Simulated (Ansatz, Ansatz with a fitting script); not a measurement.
# PbF2 (Pnma): the order of polymorphs from LDA to RPA, part 2 of 2

Wanted: the order of polymorphs of PbF2 (Pnma), rung by rung, with cost.

Ansatz 0.2.0; density functionals and EXX+RPA, plane waves.

So far. Step 6 (Energy RPA (polymorph Pnma)): Extrapolated from these cutoffs, the correlation energy is -15.33 eV per atom (fit error 0.11); such a limit moves with the range of cutoffs.

The database entry behind the starting cell differs from later determinations by our own check (about 0.2 % short), so it need not match the best structure at ambient conditions.

In doubt: RPA on norm-conserving files with a d shell is listed as unsure (step 6), so the values of those runs are not to be relied on.

**7. Energy Hartree-Fock on PAW files (polymorph Pnma)**

Exact exchange on orbitals of the same functional is the other half of the RPA total energy; it is taken from PAW data, not from the files of the RPA run.

This step: Hartree-Fock energy on orbitals of LDA, plane waves, PAW.

File input.yaml:

```yaml
crystal:
  lattice:
    - [6.3514934255, 0.0, 0.0]
    - [0.0, 3.8586751199, 0.0]
    - [0.0, 0.0, 7.6150608197]
  atoms:
    - { symbol: Pb, position: [0.7454103645, 0.75, 0.1081973197] }
    - { symbol: Pb, position: [0.2545896355, 0.25, 0.8918026803] }
    - { symbol: Pb, position: [0.7545896355, 0.25, 0.6081973197] }
    - { symbol: Pb, position: [0.2454103645, 0.75, 0.3918026803] }
    - { symbol: F, position: [0.1403946868, 0.75, 0.0625384193] }
    - { symbol: F, position: [0.8596053132, 0.25, 0.9374615807] }
    - { symbol: F, position: [0.3596053132, 0.25, 0.5625384193] }
    - { symbol: F, position: [0.6403946868, 0.75, 0.4374615807] }
    - { symbol: F, position: [0.531145377, 0.75, 0.8428569557] }
    - { symbol: F, position: [0.468854623, 0.25, 0.1571430443] }
    - { symbol: F, position: [0.968854623, 0.25, 0.3428569557] }
    - { symbol: F, position: [0.031145377, 0.75, 0.6571430443] }
kpoints:
  mp_grid: { grid: [2, 4, 2] }
hamiltonian:
  xc: lda
  pseudopotentials: { kind: paw, source: ansatz, frozen_core: stored }
scf:
  occupations: { method: fixed }
  lower_state_search: "off"
  convergence: { dr2_threshold: 1.0e-09 }
output:
  embedding: [{ level: hf }]
basis:
  ecutwfc: 1000
```

The run is started by

```bash
ansatz run input.yaml --threads 24 --pin off --max-ram 44236MiB --backend cpu --events-out ev --progress --plain --runs-dir out
```

Numbers of over 12 decimals in the logs are rounded to 6 here.

What it wrote:

```text
Warning: basis.ecutwfc = 1000 eV is below the records' recommended 1050 eV, and the density's cutoff is lower with it unless basis.ecutrho_ratio is high enough to keep the records' density cutoff: compare with a run at a higher cutoff
Warning: <dir> the record states the generating functional pbe (its physics header spells it `PBE`), which answers neither for hamiltonian.xc's functional nor for the lda family's, and the run keeps its frozen core as the file was made (hamiltonian.pseudopotentials.frozen_core says where one is remade) — results may be inconsistent (PPs are generated against a specific XC)
[...]
Crystal: 12 atoms, lattice volume = 186.633 Å³
Basis set: ecut = 1000 eV, 13385 PW (Γ)
Bands: 87, of which v1, the nominal top of the filled ones, is band 72 counted from 1 (71 counted from 0)
Symmetry: 8 space group operations
[...]
k-points: 12 of 16
[...]
SCF iter   1: F=—  HF=-66311.114112 eV  |F-HF|=—  |Δ(HF+E_count)|=         —  Δρ=1.42e-1  dr2=3.14e1  ethr=3.10e-3  ⟨swp⟩=5.0  Hψ=3062  notcnv=0  defer=149
[...]
SCF iter  11: F=-66301.558076 eV  HF=-66301.558076 eV  |F-HF|=1.46e-11  |Δ(HF+E_count)|=  8.15e-10  Δρ=4.29e-7  dr2=2.93e-10  ethr=1.00e-12  ⟨swp⟩=10.2  Hψ=4805  notcnv=0
SCF 1 converged in 11 iterations: F = -66301.558076 eV  dr2 = 2.93e-10
[...]
Embedding: level 1/1
SCF converged after 11 iterations
Free energy (F): -66301.558076 eV
[...]
Internal energy: -66301.558076 eV  (E = F + TS)
E sigma→0 (E₀):  -66301.558076 eV
Fermi energy:    7.371696 eV
[...]
--- Band table (eV; the first three rows and the last of 12) ---
  k-point 0: bands = [... 68 lower, 5.6393, 7.0907, 7.1572, 7.1589, 11.5636, 12.2483, 12.9343, 13.0408, ... 11 higher]
  k-point 1: bands = [... 68 lower, 6.2254, 6.2254, 7.2802, 7.2802, 12.1728, 12.1728, 13.3031, 13.3031, ... 11 higher]
  k-point 2: bands = [... 68 lower, 6.2596, 6.9044, 6.9339, 7.3717, 12.1734, 12.7800, 13.1693, 13.2654, ... 11 higher]
  k-point 11: bands = [... 68 lower, 6.9816, 6.9816, 6.9816, 6.9816, 12.1525, 12.1525, 12.1525, 12.1525, ... 11 higher]
--- Embedding: other levels on nested regions, to first order at the run's own orbitals ---
  hf on the whole cell: 72 occupied orbitals
    hf − lda = -713.504060 eV: smooth +1805.561324, one-centre +2.498208, exact exchange -2521.563592 eV
  E of the run      =    -66301.558076 eV
  E with the levels =    -67015.062135 eV; the forces and the stress are the run's own
```

Wall time 72 s (24 threads of Intel Xeon 6975P-C (Granite Rapids), shared host); peak memory 3 GiB.

This step gave:

```
Hartree-Fock energy on these orbitals : -67015.0621 eV
```

**8. All cells and rungs**

The same runs were made at every cell; a script gathers them. RPA correlation comes from norm-conserving files. It is added to exact exchange from a separate PAW run with frozen cores, on orbitals of the same functional but not those of the RPA run. Both sets of files were made for PBE. One row takes the correlation at one cutoff for all cells, another carries it to the limit cell by cell, where the extrapolations scatter.

Cells, by row:

```tsv
polymorph	atoms	volume per formula unit (Å³)
Pnma (62)	12	46.66
I4/mmm (139)	6	51.12
```

Energy less that of the first cell; no zero-point or thermal terms; RPA differences under some 15 meV per formula unit don't settle the order. Ladder, by row:

```tsv
level	Pnma (62), meV per formula unit	I4/mmm (139), meV per formula unit	wall time, all cells (s)
LDA	0	-4.8	3.91
r2SCAN	0	-2.4	5.28
r2SCAN+rVV10	0	40.8	10.36
r2SCAN-D4	0	14.5	5.83
EXX (PAW, exact core-valence exchange)	0	-132.9	-
EXX+RPA, exchange from PAW, correlation at one sphere-equivalent cutoff of 247 eV	0	11.5	1022
EXX+RPA, exchange from PAW, correlation extrapolated in each cell	0	23.1	1022
EXX+RPA on norm-conserving files alone at that cutoff, core-valence term dropped	0	10.6	1022
EXX+RPA on norm-conserving files alone at that cutoff, core-valence term semilocal	0	7	1022
RPA correlation	0	144.4	1022
```

**9. Summary of results**

| Property | Result |
| --- | --- |
| LDA | lowest: I4/mmm (139) |
| r2SCAN | lowest: I4/mmm (139) |
| r2SCAN+rVV10 | lowest: Pnma (62) |
| r2SCAN-D4 | lowest: Pnma (62) |
| EXX+RPA, exchange from PAW, correlation at one sphere-equivalent cutoff of 247 eV | lowest: Pnma (62) |
| EXX+RPA, exchange from PAW, correlation extrapolated in each cell | lowest: Pnma (62) |
| RPA settings | 2×4×2 and 3×4×4 mesh, response cutoffs up to 260 eV |

What this shows: Against the first cell the two RPA rows with exchange from PAW give I4/mmm (139) 12 to 23 meV per formula unit; neither is exact, since one cutoff truncates unlike cells unequally and the extrapolation scatters. They disagree or lie within 15 meV of zero, so the order is not settled. RPA puts Pnma (62) lowest of the 2 forms run, which need not hold the ground state; r2SCAN+rVV10 and r2SCAN-D4 agree, while LDA and r2SCAN choose otherwise. Energies are for static lattices at cells relaxed by one functional; vibrations can shift such differences by some meV per atom. Each cell's own extrapolation carries a fit error of up to 113 meV per atom, and its limit still moves with the cutoffs, so totals aren't converged; only differences at equal settings are used. RPA is evaluated on semilocal orbitals, not self-consistently, on a coarse mesh. The norm-conserving files of one element are unsure for RPA totals. The cells differ in size and shape, so mesh and cutoff errors cancel only in part.

[Paths, hosts, dates, memory and timing lines, banners, echoed tables and standing remarks are left out of the program output.]

[Logs are printed without paths, hosts, clocks, repeated set-up lines and the standing remarks that a program may print on its own settings, such as how far it seeks lower states.]

[Runs of the session that timed out or met a known fault of the program may be left out.]

[Hosts, paths, dates, database ids (printed as entryN), source tags and the programs' standing remarks are cut or masked in the printed files.]
